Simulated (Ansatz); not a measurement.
## How well the gap of LaGaO3 (Pnma) can be computed

Wanted: the gap of LaGaO3 (Pnma) by functionals, hybrids and G0W0, carried to the basis limit, with what remains uncertain.

Main program and level: Ansatz 0.2.0; density functionals, hybrids, G0W0, plane waves, PAW.

## Step 1: Set-up

The structure is orthorhombic, space group Pnma (No. 62). The conventional cell has a = 5.486 Å, b = 7.764 Å, c = 5.514 Å, α = 90.00°, β = 90.00°, γ = 90.00°. Nearest to La lie 9 O at 2.40 to 2.95 Å. Nearest to Ga lie 6 O at 1.96 to 1.99 Å. Nearest to O lie 2 Ga at 1.98 Å and 3 La at 2.40 to 2.95 Å. Nearest to O lie 2 Ga at 1.96 to 1.99 Å and 3 La at 2.43 to 2.78 Å. Farther neighbours and most contacts between anions are not listed.

The cell and positions come from the Crystallography Open Database and are kept as given unless a step says otherwise. Spin-orbit coupling is left out unless a step names it. The default PAW set here is soft_2. Its files were made with PBE.

## Step 2: LDA bands

The cheap functional maps the bands first; the places of the edges decide which points the dearer methods must see.

This step: DFT, LDA, plane waves, PAW.

input.yaml

```yaml
crystal:
  lattice:
    - [5.48589, 0.0, 0.0]
    - [0.0, 7.76421, 0.0]
    - [0.0, 0.0, 5.51395]
  atoms:
    - { symbol: La, position: [0.98, 0.25, 0.005] }
    - { symbol: La, position: [0.02, 0.75, 0.995] }
    - { symbol: La, position: [0.52, 0.75, 0.505] }
    - { symbol: La, position: [0.48, 0.25, 0.495] }
    - { symbol: Ga, position: [0.0, 0.0, 0.5] }
    - { symbol: Ga, position: [0.0, 0.5, 0.5] }
    - { symbol: Ga, position: [0.5, 0.0, 0.0] }
    - { symbol: Ga, position: [0.5, 0.5, 0.0] }
    - { symbol: O, position: [0.513, 0.25, 0.929] }
    - { symbol: O, position: [0.487, 0.75, 0.071] }
    - { symbol: O, position: [0.987, 0.75, 0.429] }
    - { symbol: O, position: [0.013, 0.25, 0.571] }
    - { symbol: O, position: [0.723, 0.0367, 0.281] }
    - { symbol: O, position: [0.277, 0.5367, 0.719] }
    - { symbol: O, position: [0.777, 0.9633, 0.781] }
    - { symbol: O, position: [0.223, 0.4633, 0.219] }
    - { symbol: O, position: [0.277, 0.9633, 0.719] }
    - { symbol: O, position: [0.723, 0.4633, 0.281] }
    - { symbol: O, position: [0.223, 0.0367, 0.219] }
    - { symbol: O, position: [0.777, 0.5367, 0.781] }
kpoints:
  mp_grid: { grid: [4, 4, 4] }
  band_path:
    path:
      - [[0.0, 0.0, 0.0], [0.5, 0.0, 0.0], [0.5, 0.5, 0.0], [0.0, 0.5, 0.0], [0.0, 0.0, 0.0], [0.0, 0.0, 0.5], [0.5, 0.0, 0.5], [0.5, 0.5, 0.5], [0.0, 0.5, 0.5], [0.0, 0.0, 0.5]]
      - [[0.5, 0.0, 0.0], [0.5, 0.0, 0.5]]
      - [[0.0, 0.5, 0.0], [0.0, 0.5, 0.5]]
      - [[0.5, 0.5, 0.0], [0.5, 0.5, 0.5]]
    npoints: 10
hamiltonian:
  xc: lda
scf:
  occupations: { method: fermi_dirac, width: 0.02 }
  n_extra_bands: 10
output:
  eigenvalues: true
```

Command:

```sh
ansatz run input.yaml --threads 16 --pin off --max-ram 92160MiB --backend cuda --events-out ev --progress --plain --runs-dir out --devices 1 --max-vram 157GiB
```

Numbers of over 12 decimals in the logs are rounded to 6 here.

What it wrote:

```text
scf.n_extra_bands = 10 over 84 filled bands (N_el = 168.0): the run solves 94 bands
GPUs: using 1 of 1 available (devices: 1).
Engine: ansatz 0.2.0, aarch64-unknown-linux-gnu
Pseudopotentials: kind: paw
Pseudopotential: La, paw, valence charge 11, recommended cutoff 420 eV (normal), La.paw.azcp
Pseudopotential: Ga, paw, valence charge 13, recommended cutoff 420 eV (normal), Ga.paw.azcp
Pseudopotential: O, paw, valence charge 6, recommended cutoff 420 eV (normal), O.paw.azcp
Functional definition: SPW92
  exchange = slater_x
  correlation = pw_c
device memory: the entry about to start is reckoned to put 6.7 GiB on a device that reports 182.5 GiB free (of which the cap on the GPU budget leaves the run 157.0 GiB)
GPU FFT provider: cuFFT
GPU libraries: cuBLAS 13.8.1, cuFFT 12.4.0, cuSOLVER 12.3.2
GPU matrix products: emulated (plane waves: as basis.precision tells), large ones in fixed point in workspaces of 1.00 GiB
Crystal: 20 atoms, lattice volume = 234.859 Å³
Basis set: ecut = 420 eV, 4557 PW (Γ)
Bands: 94, of which v1, the nominal top of the filled ones, is band 84 counted from 1 (83 counted from 0)
Symmetry: 8 space group operations
Space group: Pnma (ITA 62), of the structure as read, at distance tolerance 6.2e-5 Å
k-points: 27 of 64
Non-local potential: La, projectors of the file, l = 0: 3, l = 1: 2, l = 2: 2, l = 3: 3
Non-local potential: Ga, projectors of the file, l = 0: 2, l = 1: 2, l = 2: 3, l = 3: 1
Non-local potential: O, projectors of the file, l = 0: 2, l = 1: 2, l = 2: 1
PAW form: soft (Blöchl's): semilocal exchange-correlation on the pseudo side does not see the compensation charge
PAW frozen core: La, regenerated for the run's functional, and the local potential with it (the file was generated under x = pbe(κ = 0.804, μ = 0.219515), c = pbe(β = 0.066725))
PAW frozen core: Ga, regenerated for the run's functional, and the local potential with it (the file was generated under x = pbe(κ = 0.804, μ = 0.219515), c = pbe(β = 0.066725))
PAW frozen core: O, regenerated for the run's functional, and the local potential with it (the file was generated under x = pbe(κ = 0.804, μ = 0.219515), c = pbe(β = 0.066725))
PAW one-centre angular grid: La, 590 points (default); XC on 64 Gauss nodes
PAW one-centre angular grid: Ga, 590 points (default); XC on 64 Gauss nodes
PAW one-centre angular grid: O, 110 points (default); XC on 64 Gauss nodes
Initial density: superposition of atomic densities (neutral atoms: chi_scale 0, normalization atom), corrected by the library's trained network
Initial wavefunctions: pseudopotential atomic-orbital guess
GPU buffer pool allocated for 86400 grid points (all kernels)
GPU transforms: local potential and band sums: pruned to the plane-wave sphere, on 40×54×40
Functional: x = slater, c = lda
SCF iter   1: F=—  HF=-45821.668680 eV  |F-HF|=—  |Δ(HF+E_count)|=         —  Δρ=1.91e-2  dr2=7.61e-1  ethr=1.77e-3  ⟨swp⟩=6.4  Hψ=10990  notcnv=0
preconditioner: auto → Resta (q_TF=auto, 2.580 Å⁻¹)  ε∞=5.9  [insulator: Δε(μ)=3.492 eV  Ē_g=14.186 eV  σ=0.020 eV  W_gap=1.00  n_scr=66 (ndim 8)  ℏωp=31.4 eV  f_vac=0.000  D(μ)=0.00/eV (n_scr^D=0)  ε∞_Penn≈5.9]
SCF iter   2: F=—  HF=-45821.482177 eV  |F-HF|=—  |Δ(HF+E_count)|=   1.87e-1  Δρ=4.85e-3  dr2=1.84e-2  ethr=4.53e-4  ⟨swp⟩=5.0  Hψ=6073  notcnv=0  defer=4
SCF iter   3: F=—  HF=-45821.477255 eV  |F-HF|=—  |Δ(HF+E_count)|=   4.92e-3  Δρ=2.25e-3  dr2=5.54e-3  ethr=1.09e-5  ⟨swp⟩=3.7  Hψ=5380  notcnv=0
SCF iter   4: F=—  HF=-45821.476091 eV  |F-HF|=—  |Δ(HF+E_count)|=   1.16e-3  Δρ=6.07e-4  dr2=4.29e-4  ethr=3.30e-6  ⟨swp⟩=3.0  Hψ=4893  notcnv=0
SCF iter   5: F=—  HF=-45821.475768 eV  |F-HF|=—  |Δ(HF+E_count)|=   3.23e-4  Δρ=1.52e-4  dr2=4.88e-5  ethr=2.56e-7  ⟨swp⟩=2.1  Hψ=4035  notcnv=0
SCF iter   6: F=—  HF=-45821.476002 eV  |F-HF|=—  |Δ(HF+E_count)|=   2.35e-4  Δρ=7.38e-5  dr2=1.10e-5  ethr=2.90e-8  ⟨swp⟩=2.0  Hψ=4698  notcnv=0
SCF iter   7: F=—  HF=-45821.476000 eV  |F-HF|=—  |Δ(HF+E_count)|=   2.39e-6  Δρ=1.81e-5  dr2=7.14e-7  ethr=6.54e-9  ⟨swp⟩=2.0  Hψ=4371  notcnv=0
SCF iter   8: F=-45821.476000 eV  HF=-45821.476000 eV  |F-HF|=5.24e-8  |Δ(HF+E_count)|=   1.52e-7  Δρ=5.40e-6  dr2=5.77e-8  ethr=5.95e-11  ⟨swp⟩=7.2  Hψ=8793  notcnv=0
SCF 1 converged in 8 iterations: F = -45821.476000 eV  dr2 = 5.77e-8
[...]
device memory: the entry about to start is reckoned to put 25.9 GiB on a device that reports 182.5 GiB free (of which the cap on the GPU budget leaves the run 157.0 GiB)
NSCF: frozen V_eff on 124 k-points, pencils in batches of 32, up to order 416
SCF converged after 8 iterations
Free energy (F): -45821.476000 eV
Harris-Foulkes:  -45821.476000 eV  (|F-HF|=5.24e-8)
Internal energy: -45821.476000 eV  (E = F + TS)
E sigma→0 (E₀):  -45821.476000 eV
Fermi energy:    12.702098 eV
--- Per-component energies (eV) ---
  E_band       = 213.377823
  E_kinetic    = 3338.704015
  E_local      = -11811.455958  (includes V_loc(G=0)·N_el)
  E_nonlocal   = 2742.475489
  E_hartree    = 5167.228753
  E_xc         = -1701.771891
  E_vxc        = -1948.727644  (∫ρ·V_xc dr)
  E_paw        = -30437.904543  (= ΣΔE_a)
  E_vpaw       = -2442.099819  (= ΣTr[D̂ρ^β])
  E_aug_tail   = 0.029567  (compensation charges beyond the density's cutoff)
  E_ewald      = -13128.149273
  E_core_change = 9.367843  (= ΣΔE_core)
  E_smearing   = -0.000000  (= −TS)
  E_closure    = 0.000000  (closes the sum)
  Σ components = -45821.476000   (vs F -45821.476000, Δ=0.00e0)
--- Band table (eV; the first three rows and the last of 27) ---
  k-point 0: bands = [... 80 lower, 10.6212, 10.6616, 10.7344, 10.7433, 14.5182, 15.4076, 15.4744, 15.5699, ... 6 higher]
  k-point 1: bands = [... 80 lower, 10.5438, 10.6255, 10.6960, 10.7586, 15.0170, 15.4479, 15.5276, 15.5745, ... 6 higher]
  k-point 2: bands = [... 80 lower, 10.4469, 10.4469, 10.8067, 10.8067, 15.5444, 15.5444, 15.6329, 15.6329, ... 6 higher]
  k-point 26: bands = [... 80 lower, 10.5882, 10.5882, 10.5882, 10.5882, 15.6269, 15.6269, 15.6269, 15.6269, ... 6 higher]
```

Elapsed: 2.8 s, on 1 × NVIDIA GB200 with 16 threads of Arm Neoverse V2, shared host; peak memory 1.2 GiB.

Reading the cycles: dr2 is the Hartree energy of the density residual (eV), the measure of convergence; HF is the Harris–Foulkes estimate of the energy, which meets the free energy F at convergence.

Numbers from this step:

```yaml
filled_bands: 84
gap: 3.653 eV
valence_top_at: U
conduction_bottom_at: Γ
least_direct_gap: 3.775 eV
```

The gap is indirect, with the least direct gap 0.12 eV higher.

Electronic bands along the path, in eV, zero at the top of the highest nominally filled band:

```tsv
point	band 81	band 82	band 83	band 84	band 85	band 86	band 87	band 88
Γ	-0.24	-0.20	-0.13	-0.12	3.65	4.54	4.61	4.70
halfway	-0.40	-0.31	-0.30	-0.19	4.28	4.62	4.67	4.76
X	-0.52	-0.52	-0.16	-0.16	4.71	4.71	4.74	4.74
halfway	-0.43	-0.43	-0.21	-0.21	4.72	4.72	4.75	4.75
S	-0.32	-0.32	-0.32	-0.32	4.74	4.74	4.74	4.74
halfway	-0.41	-0.41	-0.25	-0.25	4.70	4.70	4.74	4.74
Y	-0.33	-0.33	-0.16	-0.16	4.58	4.58	4.71	4.71
halfway	-0.30	-0.24	-0.23	-0.10	3.93	4.57	4.63	4.71
Γ	-0.24	-0.20	-0.13	-0.12	3.65	4.54	4.61	4.70
halfway	-0.32	-0.24	-0.17	-0.11	4.15	4.58	4.66	4.71
Z	-0.42	-0.42	-0.06	-0.06	4.68	4.68	4.77	4.77
halfway	-0.38	-0.38	-0.14	-0.14	4.71	4.71	4.76	4.76
U	-0.30	-0.30	0.00	0.00	4.74	4.74	4.75	4.75
halfway	-0.41	-0.41	-0.07	-0.07	4.74	4.74	4.76	4.76
R	-0.28	-0.28	-0.28	-0.28	4.76	4.76	4.76	4.76
halfway	-0.28	-0.28	-0.16	-0.16	4.73	4.73	4.75	4.75
T	-0.22	-0.22	-0.05	-0.05	4.71	4.71	4.72	4.72
halfway	-0.23	-0.23	-0.08	-0.08	4.69	4.69	4.75	4.75
Z	-0.42	-0.42	-0.06	-0.06	4.68	4.68	4.77	4.77
jump to X	-0.52	-0.52	-0.16	-0.16	4.71	4.71	4.74	4.74
halfway	-0.42	-0.42	-0.16	-0.16	4.74	4.74	4.75	4.75
U	-0.30	-0.30	0.00	0.00	4.74	4.74	4.75	4.75
jump to Y	-0.33	-0.33	-0.16	-0.16	4.58	4.58	4.71	4.71
halfway	-0.23	-0.23	-0.11	-0.11	4.70	4.70	4.73	4.73
T	-0.22	-0.22	-0.05	-0.05	4.71	4.71	4.72	4.72
jump to S	-0.32	-0.32	-0.32	-0.32	4.74	4.74	4.74	4.74
```

## Step 3: LDA+SOC

Spin-orbit coupling can split or shift the edges; a non-collinear run measures by how much.

This step: DFT, LDA with spin-orbit coupling, plane waves, PAW.

input.yaml, the sections that differ from step 2:

```yaml
kpoints:
  mp_grid: { grid: [4, 4, 4] }
  band_path:
    path:
      - [0.0, 0.0, 0.0]
      - [0.5, 0.0, 0.0]
      - [0.5, 0.5, 0.0]
      - [0.0, 0.5, 0.0]
      - [0.0, 0.0, 0.5]
      - [0.5, 0.0, 0.5]
      - [0.5, 0.5, 0.5]
      - [0.0, 0.5, 0.5]
    npoints: 1
scf:
  occupations: { method: fixed }
  n_extra_bands: 20
magnetization:
  noncollinear: true
  spin_orbit: true
# crystal, hamiltonian, output: as in step 2
```

What it wrote:

```text
[...]
GPUs: using 1 of 1 available (devices: 1).
[...]
non-collinear run that drives no moment, with spin-orbit: no starting moment large enough to seed its density (crystal.atoms[].spin), no starting occupations that ask for one, no magnetisation constraint and no magnetic field, so the semilocal B_xc is pinned to zero
concurrent solve slots: 14 of 16 are kept, ahead of what memory takes: no pass of the eigensolver takes more rounds on 14
[...]
SCF iter   4: F=—  HF=-45842.277098 eV  |F-HF|=—  |Δ(HF+E_count)|=   1.85e-1  Δρ=3.61e-3  dr2=3.07e-2  dr2_m=0.00e0 (ungated)  ethr=3.75e-4  |M|=0.00e0 ∫|m|=0.00e0 μB  |m|>n=0.0e0 m-floor=0.0e0 τ_xc=0.0e0  β_m=0.76  ⟨swp⟩=6.0  Hψ=5342  notcnv=0  defer=406
[...]
SCF 1 converged in 10 iterations: F = -45842.271859 eV  dr2 = 7.40e-8
[...]
SCF converged after 10 iterations
[...]
```

Elapsed: 3.1 s, on 1 × NVIDIA GB200 with 16 threads; peak memory 1.8 GiB; 19 s of CPU time.

This step gave:

| Property | Result |
| --- | --- |
| gap | 3.652 eV |
| valence top at | U |
| conduction bottom at | Γ |
| least direct gap | 3.758 eV |

The gap is that of LDA.

## Step 4: HSE06

The screened hybrid is the usual rung above semilocal functionals: a quarter of exact exchange, cut off beyond a few ångström.

This step: DFT, HSE06, plane waves, PAW.

Changes to input.yaml since step 3:

```diff
@@ -27,3 +27,3 @@
 kpoints:
-  mp_grid: { grid: [4, 4, 4] }
+  mp_grid: { grid: [4, 2, 4] }
   band_path:
@@ -40,9 +40,6 @@
 hamiltonian:
-  xc: lda
+  xc: hse06
 scf:
   occupations: { method: fixed }
-  n_extra_bands: 20
-magnetization:
-  noncollinear: true
-  spin_orbit: true
+  n_extra_bands: 10
 output:
```

What it wrote:

```text
[...]
GPUs: using 1 of 1 available (devices: 1).
[...]
davidson cushion auto → on  (no smearing: the cushion is to keep the highest requested band from converging to the state above it; pin scf.eigensolver.cushion to override)
[...]
Crystal: 20 atoms, lattice volume = 234.859 Å³
Basis set: ecut = 420 eV, 4557 PW (Γ)
[...]
Stability not checked: this state was not tested for a lower state beside it, because the functional holds exact exchange (a hybrid, or Hartree-Fock), whose exchange loop this test does not read (fock_operator; see scf.lower_state_search)
Free energy (F): -46983.869668 eV
Frozen-core exchange: fock
[...]
Internal energy: -46983.869668 eV  (E = F + TS)
E sigma→0 (E₀):  -46983.869668 eV
Fermi energy:    10.156940 eV
[...]
--- Band table (eV; the first three rows and the last of 18) ---
[...]
```

It took 25 s on 1 × NVIDIA GB200 with 16 threads; peak memory 2.5 GiB; 3.6 min of CPU time.

This step gave:

- gap: 5.535 eV
- valence top at: U
- conduction bottom at: Γ
- least direct gap: 5.606 eV

The gap stands +1.88 eV against LDA.

## Step 5: HSE06+SOC

This step: DFT, HSE06 with spin-orbit coupling, plane waves, PAW.

Changes to input.yaml since step 4:

```diff
@@ -43,3 +43,6 @@
   occupations: { method: fixed }
-  n_extra_bands: 10
+  n_extra_bands: 20
+magnetization:
+  noncollinear: true
+  spin_orbit: true
 output:
```

What it wrote:

```text
[...]
GPUs: using 1 of 1 available (devices: 1).
[...]
Crystal: 20 atoms, lattice volume = 234.859 Å³
Basis set: ecut = 420 eV, 4557 PW (Γ)
Bands: 188, of which v1, the nominal top of the filled ones, is band 168 counted from 1 (167 counted from 0)
Symmetry: 8 space group operations + 8 with time reversal
[...]
k-points: 18 of 32
Projection manifold: j_resolved (fully-relativistic pseudo-atomic orbitals)
[...]
SCF iter   2: F=—  HF=-46986.546216 eV  |F-HF|=—  |Δ(HF+E_count)|=   9.10e-1  Δρ=4.40e-2  dr2=2.23e0  dr2_m=0.00e0 (ungated)  ethr=5.00e-3  |M|=0.00e0 ∫|m|=0.00e0 μB  |m|>n=0.0e0 m-floor=0.0e0 τ_xc=0.0e0  β_m=0.44  ⟨swp⟩=5.4  Hψ=9528  notcnv=0
[...]
hybrid outer 1: dexx = +1.393e-1 eV, tail = 8.16e-4 eV
[...]
SCF 3 converged in 5 iterations: F = -46975.410763 eV  dr2 = 7.81e-8
[...]
```

Wall time 2.3 min (1 × NVIDIA GB200 with 16 threads); peak memory 7.6 GiB; 22 min of CPU time.

Numbers from this step:

| Quantity | Value |
| --- | --- |
| gap | 5.534 eV |
| valence top at | U |
| conduction bottom at | Γ |
| least direct gap | 5.605 eV |

The gap is that of HSE06.

## Step 6: G0W0, 4×2×4 mesh, 701 empty bands, screening to 120 eV, hard PAW files

G0W0 replaces the xc potential by the self-energy, built once from these orbitals. Only a window of levels is corrected, while the sums run over the empty bands that the input names. This step takes hard PAW files.

This step: G0W0 on LDA, plane waves, PAW.

Changes to input.yaml since step 5:

```diff
@@ -28,22 +28,12 @@
   mp_grid: { grid: [4, 2, 4] }
-  band_path:
-    path:
-      - [0.0, 0.0, 0.0]
-      - [0.5, 0.0, 0.0]
-      - [0.5, 0.5, 0.0]
-      - [0.0, 0.5, 0.0]
-      - [0.0, 0.0, 0.5]
-      - [0.5, 0.0, 0.5]
-      - [0.5, 0.5, 0.5]
-      - [0.0, 0.5, 0.5]
-    npoints: 1
 hamiltonian:
-  xc: hse06
+  xc: lda
+  pseudopotentials: { kind: paw, source: ansatz }
 scf:
   occupations: { method: fixed }
-  n_extra_bands: 20
-magnetization:
-  noncollinear: true
-  spin_orbit: true
-output:
-  eigenvalues: true
+gw:
+  n_empty_bands: 701
+  ecut_chi: 120.0
+  qp_bands: [v4, c4]
+  qp_kpoints: band_edges
+  screening: { model: contour_deformation }
```

What it wrote:

```text
GPUs: using 1 of 1 available (devices: 1).
[...]
Crystal: 20 atoms, lattice volume = 234.859 Å³
Basis set: ecut = 1020 eV, 17373 PW (Γ)
Bands: 120, of which v1, the nominal top of the filled ones, is band 100 counted from 1 (99 counted from 0)
Symmetry: 8 space group operations
[...]
k-points: 18 of 32
[...]
17    99     11.1887   -26.0659     4.5206   -21.1112  0.7617    10.7523    10.7545  root
    17   100     11.1887   -26.0659     4.5206   -21.1112  0.7617    10.7523    10.7545  root
    17   101     16.2554   -19.0946    -9.5952   -32.5431  0.7355    20.6796    20.1087  root ?
    17   102     16.2554   -19.0946    -9.5952   -32.5431  0.7355    20.6796    20.1087  root ?
    17   103     16.2554   -19.0946    -9.5952   -32.5431  0.7355    20.6796    20.1087  root ?
    17   104     16.2554   -19.0946    -9.5952   -32.5431  0.7355    20.6796    20.1087  root ?
[key lines of the parts left out:]
SCF converged after 10 iterations
```

Elapsed: 68 s, on 1 × NVIDIA GB200 with 16 threads; peak memory 7.9 GiB.

Numbers from this step:

- bands summed: 801
- RPA ε∞ on this mesh (eigenvalues): 4.897, 4.902, 5.028
- plane waves in the screening matrix: 681
- G0W0 gap on the mesh: 5.394 eV
- k of the valence top: -0.5, 0, -0.5
- k of the conduction bottom: 0, 0, 0
- starting gap on the mesh: 3.651 eV
- least direct G0W0 gap on the computed points: 5.491 eV

The gap on the mesh goes from 3.65 eV to 5.39 eV, a correction of +1.74 eV. Between the two edge states, bare exchange in place of the xc potential would open the gap by 10.02 eV, and correlation takes back 8.28 eV.

## Step 7: G0W0, 4×2×4 mesh, 1508 empty bands, screening to 200 eV, hard PAW files

Another rung: the empty bands reach about as high as the screening cutoff, so the two stay in balance.

Changes to input.yaml since step 6:

```diff
@@ -34,4 +34,4 @@
 gw:
-  n_empty_bands: 701
-  ecut_chi: 120.0
+  n_empty_bands: 1508
+  ecut_chi: 200.0
   qp_bands: [v4, c4]
```

What it wrote:

```text
GPUs: using 1 of 1 available (devices: 1).
[...]
Crystal: 20 atoms, lattice volume = 234.859 Å³
Basis set: ecut = 1020 eV, 17373 PW (Γ)
Bands: 120, of which v1, the nominal top of the filled ones, is band 100 counted from 1 (99 counted from 0)
Symmetry: 8 space group operations
[...]
k-points: 18 of 32
[...]
17    99     11.1887   -26.0659     4.2361   -21.1112  0.7579    10.4639    10.4701  root
    17   100     11.1887   -26.0659     4.2361   -21.1112  0.7579    10.4639    10.4701  root
    17   101     16.2554   -19.0946    -9.7886   -32.5431  0.7324    20.4343    19.9153  root ?
    17   102     16.2554   -19.0946    -9.7886   -32.5431  0.7324    20.4343    19.9153  root ?
    17   103     16.2554   -19.0946    -9.7886   -32.5431  0.7324    20.4343    19.9153  root ?
    17   104     16.2554   -19.0946    -9.7886   -32.5431  0.7324    20.4343    19.9153  root ?
[key lines of the parts left out:]
SCF converged after 10 iterations
```

Elapsed: 2.8 min, on 1 × NVIDIA GB200 with 16 threads; peak memory 16 GiB; 8.1 min of CPU time.

This step gave:

- bands summed: 1608
- RPA ε∞ on this mesh (eigenvalues): 4.882, 4.889, 5.012
- plane waves in the screening matrix: 1489
- G0W0 gap on the mesh: 5.446 eV
- k of the valence top: -0.5, 0, -0.5
- k of the conduction bottom: 0, 0, 0
- starting gap on the mesh: 3.651 eV
- least direct G0W0 gap on the computed points: 5.542 eV

Against the run with 4×2×4 mesh, 701 empty bands, screening to 120 eV, hard PAW files, the gap moves by +0.05 eV.

(Continued in part 2 of 2.)

[Paths, hosts, dates, memory and timing lines, banners, echoed tables and standing remarks are left out of the program output.]

[Logs are printed without paths, hosts, clocks, repeated set-up lines and the standing remarks that a program may print on its own settings, such as how far it seeks lower states.]

[Runs of the session that timed out or met a known fault of the program may be left out.]

[Cells called generated may have been cut or substituted from an entry of the Crystallography Open Database or the Materials Project.]

[Hosts, paths, dates, database ids (printed as entryN), source tags and the programs' standing remarks are cut or masked in the printed files.]
